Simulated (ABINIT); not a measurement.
# CdS (Greenockite): G0W0 in ABINIT against the screening cutoff in the self-energy

Aim: move the screening cutoff in the self-energy of a G0W0 run on CdS (Greenockite) over a wide range.

Calculated with ABINIT 10.8.3; PBE and many-body steps on it, plane waves.

Most raw output is cut from this account.

The database entry behind the starting cell differs from later determinations by our own check (about 0.35 % long), so it need not match the best structure at ambient conditions.

### 1. The starting structure

Symmetry: P6_3mc, No. 186, hexagonal system. Conventional cell: a = 4.150 Å, b = 4.150 Å, c = 6.737 Å, α = 90.00°, β = 90.00°, γ = 120.00°. Cd has 4 S at 2.53 to 2.54 Å nearest. S has 4 Cd at 2.53 to 2.54 Å nearest. Farther neighbours and most contacts between anions are not listed.

The cell and positions come from the Crystallography Open Database and are kept as given unless a step says otherwise.

### 2. Screening, 3×3×2 mesh, 189 bands, screening to 176.9 eV

This step: ABINIT 10.8.3; RPA screening on PBE, plane waves, norm-conserving pseudopotentials.

The RPA dielectric matrix is built and inverted for each q.

Input file run.abi:

```
acell 3*1.0 Angstrom
rprim 
  4.149999999997 0.000000000001 0.000000000000
  -2.074999999999 3.594005425702 0.000000000000
  0.000000000000 0.000000000000 6.737000000000
ntypat 2
znucl 48 16
natom 4
typat 1 1 2 2
xred 
  0.333333333333 0.666666666667 0.000000000000
  0.666666666667 0.333333333333 0.500000000000
  0.333333333333 0.666666666667 0.375000000000
  0.666666666667 0.333333333333 0.875000000000
pp_dirpath "pseudos"
pseudos "Cd.upf, S.upf"
ecut 47
ngkpt 3 3 2
nshiftk 1
shiftk 0 0 0
kptopt 1
chksymbreak 0
istwfk *1
occopt 1
irdwfk 1
optdriver 3
nband 189
ecuteps 6.5
inclvkb 2
awtr 1
symchi 1
indata_prefix "in"
outdata_prefix "out"
tmpdata_prefix "tmp"
```

Run with:

```console
$ OMP_NUM_THREADS=1 mpirun -n 4 abinit run.abi > log
```

Run time: 2 min. Hardware: 4 MPI ranks of Intel Xeon Platinum 8488C (Sapphire Rapids), shared host; peak memory 1.9 GiB; 7.8 min of CPU time.

Numbers from this step:

| Quantity | Value |
| --- | --- |
| ε∞ with local fields, on this mesh, along the program's q direction | 13.91 |
| the same without local fields | 14.73 |
| plasma frequency | 26.71 eV |
| plane waves in the screening matrix | 549 |

Local fields lower ε∞ by 6 %. On a Γ-centred mesh this coarse the value itself is usually too large, while a short band sum pulls it down.

### 3. 0.7 Ha

This step: G0W0 on PBE, plane waves, norm-conserving pseudopotentials.

run.abi, as its differences from that of step 2:

```diff
@@ -25,8 +25,15 @@
 irdwfk 1
-optdriver 3
+optdriver 4
 nband 189
-ecuteps 6.5
-inclvkb 2
-awtr 1
-symchi 1
+gwcalctyp 0
+ecutsigx 47
+symsigma 1
+nkptgw 1
+kptgw 
+  0.0000000000 0.0000000000 0.0000000000
+bdgw 
+  25 28
+ecuteps 0.7
+irdscr 1
+ppmodel 1
 indata_prefix "in"
```

Wall time 4.7 s (4 MPI ranks); peak memory 1.1 GiB.

This step gave:

```yaml
g0w0_gap_on_the_points_computed: 1.987 eV
starting_gap_on_the_mesh: 1.175 eV
k_of_the_valence_top: 0, 0, 0
k_of_the_conduction_bottom: 0, 0, 0
z_at_the_valence_top: 0.815
z_at_the_conduction_bottom: 0.83
least_direct_g0w0_gap_on_the_computed_points: 1.987 eV
```

### 4. 1.3 Ha

run.abi, as its differences from that of step 3:

```diff
@@ -35,3 +35,3 @@
   25 28
-ecuteps 0.7
+ecuteps 1.3
 irdscr 1
```

Wall time 5 s (4 MPI ranks); peak memory 1.1 GiB.

Numbers from this step:

* G0W0 gap on the points computed: 1.892 eV
* starting gap on the mesh: 1.175 eV
* k of the valence top: 0, 0, 0
* k of the conduction bottom: 0, 0, 0
* Z at the valence top: 0.801
* Z at the conduction bottom: 0.824
* least direct G0W0 gap on the computed points: 1.892 eV

### 5. 2.3 Ha

The self-energy is evaluated for the states that the input lists, and the levels follow from it, in one-shot runs by the linearised quasiparticle equation.

run.abi, as its differences from that of step 4:

```diff
@@ -35,3 +35,3 @@
   25 28
-ecuteps 1.3
+ecuteps 2.3
 irdscr 1
```

Wall time 5 s (4 MPI ranks); peak memory 1.1 GiB.

Numbers from this step:

| Property | Result |
| --- | --- |
| G0W0 gap on the points computed | 1.952 eV |
| starting gap on the mesh | 1.175 eV |
| k of the valence top | 0, 0, 0 |
| k of the conduction bottom | 0, 0, 0 |
| least direct G0W0 gap on the computed points | 1.952 eV |

The gap on the mesh goes from 1.18 eV to 1.95 eV, a correction of +0.78 eV.

### 6. 3.2 Ha

run.abi, as its differences from that of step 5:

```diff
@@ -35,3 +35,3 @@
   25 28
-ecuteps 2.3
+ecuteps 3.2
 irdscr 1
```

It took 5.9 s on 4 MPI ranks; peak memory 1.2 GiB; 23 s of CPU time.

This step gave:

```
G0W0 gap on the points computed              : 2.001 eV
starting gap on the mesh                     : 1.175 eV
k of the valence top                         : 0, 0, 0
k of the conduction bottom                   : 0, 0, 0
least direct G0W0 gap on the computed points : 2.001 eV
```

Against the run before, the gap moves by +0.049 eV.

### 7. 4.9 Ha

run.abi, as its differences from that of step 6:

```diff
@@ -35,3 +35,3 @@
   25 28
-ecuteps 3.2
+ecuteps 4.9
 irdscr 1
```

It took 9.8 s on 4 MPI ranks; peak memory 1.4 GiB; 38 s of CPU time.

This step gave:

| Quantity | Value |
| --- | --- |
| G0W0 gap on the points computed | 2.021 eV |
| starting gap on the mesh | 1.175 eV |
| k of the valence top | 0, 0, 0 |
| k of the conduction bottom | 0, 0, 0 |
| least direct G0W0 gap on the computed points | 2.021 eV |

Against the run before, the gap moves by +0.020 eV.

### 8. 6.5 Ha

run.abi, as its differences from that of step 7:

```diff
@@ -35,3 +35,3 @@
   25 28
-ecuteps 4.9
+ecuteps 6.5
 irdscr 1
```

It took 17 s on 4 MPI ranks; peak memory 1.8 GiB.

Numbers from this step:

```yaml
g0w0_gap_on_the_points_computed: 2.018 eV
starting_gap_on_the_mesh: 1.175 eV
k_of_the_valence_top: 0, 0, 0
k_of_the_conduction_bottom: 0, 0, 0
least_direct_g0w0_gap_on_the_computed_points: 2.018 eV
```

Against the run before, the gap moves by −0.003 eV.

### 9. Side by side

Times are wall times on 4 MPI ranks of Intel Xeon Platinum 8488C (Sapphire Rapids), shared host, good to a factor of about two. A run's time includes the screening step that it read.

| run | mesh | bands | screening cutoff (eV) | DFT gap (eV) | gap on the mesh (eV) | direct (eV) | ε∞ used | time |
| --- | --- | --- | --- | --- | --- | --- | --- | --- |
| 0.7 Ha | 3×3×2 | 189 | 19 | 1.175 | 1.987 | 1.987 | 13.91 | 2 min |
| 1.3 Ha | 3×3×2 | 189 | 35.4 | 1.175 | 1.892 | 1.892 | 13.91 | 2 min |
| 2.3 Ha | 3×3×2 | 189 | 62.6 | 1.175 | 1.952 | 1.952 | 13.91 | 2 min |
| 3.2 Ha | 3×3×2 | 189 | 87.1 | 1.175 | 2.001 | 2.001 | 13.91 | 2.1 min |
| 4.9 Ha | 3×3×2 | 189 | 133.3 | 1.175 | 2.021 | 2.021 | 13.91 | 2.1 min |
| 6.5 Ha | 3×3×2 | 189 | 176.9 | 1.175 | 2.018 | 2.018 | 13.91 | 2.3 min |

### 10. Outcome

| Quantity | Value |
| --- | --- |
| 0.7 Ha | 1.987 eV |
| 1.3 Ha | 1.892 eV |
| 2.3 Ha | 1.952 eV |
| 3.2 Ha | 2.001 eV |
| 4.9 Ha | 2.021 eV |
| 6.5 Ha | 2.018 eV |
| known limits | not at the basis limit; no spin-orbit coupling; coarse k mesh |

**Reading.** The setting moved: screening cutoff in the self-energy. From 0.7 Ha to 6.5 Ha the gap moves by +0.03 eV, not steadily: it passes through 1.89 eV. It holds to 0.03 eV from 3.2 Ha on. Bands and screening cutoff are coupled, so a series along one setting does not show full convergence. Bands and cutoff are finite, so the gap is not at the basis limit. The miss can reach some tenths of an eV and take either sign; the mesh is an error of its own. In the first G0W0 run levels were corrected at 1 k point alone, so a gap called «on the mesh» is the least over those, and an edge elsewhere would be missed. The 3×3×2 mesh is coarse for this cell, which bears on the long-range parts of exchange and screening. The many-body steps are scalar-relativistic: spin-orbit coupling is not in them.

[Paths, hosts, dates, memory and timing lines, banners, echoed tables and standing remarks are left out of the program output.]

[Logs are printed without paths, hosts, clocks, repeated set-up lines and the standing remarks that a program may print on its own settings, such as how far it seeks lower states.]

[Runs of the session that timed out or met a known fault of the program may be left out.]

[No measured gap is set beside runs whose start may be inverted or whose files or cutoffs have a known fault.]

[Hosts, paths, dates, database ids (printed as entryN), source tags and the programs' standing remarks are cut or masked in the printed files.]

[G0W0 gaps are taken among the corrected bands and points alone; a level outside them can change the order at an edge.]

[Where Ansatz stands beside ABINIT at settings called matched, ABINIT's density can come from a denser mesh and the files from another edition; pairs whose starting gaps differed by over 0.03 eV were left out, so agreement reads better than it is.]
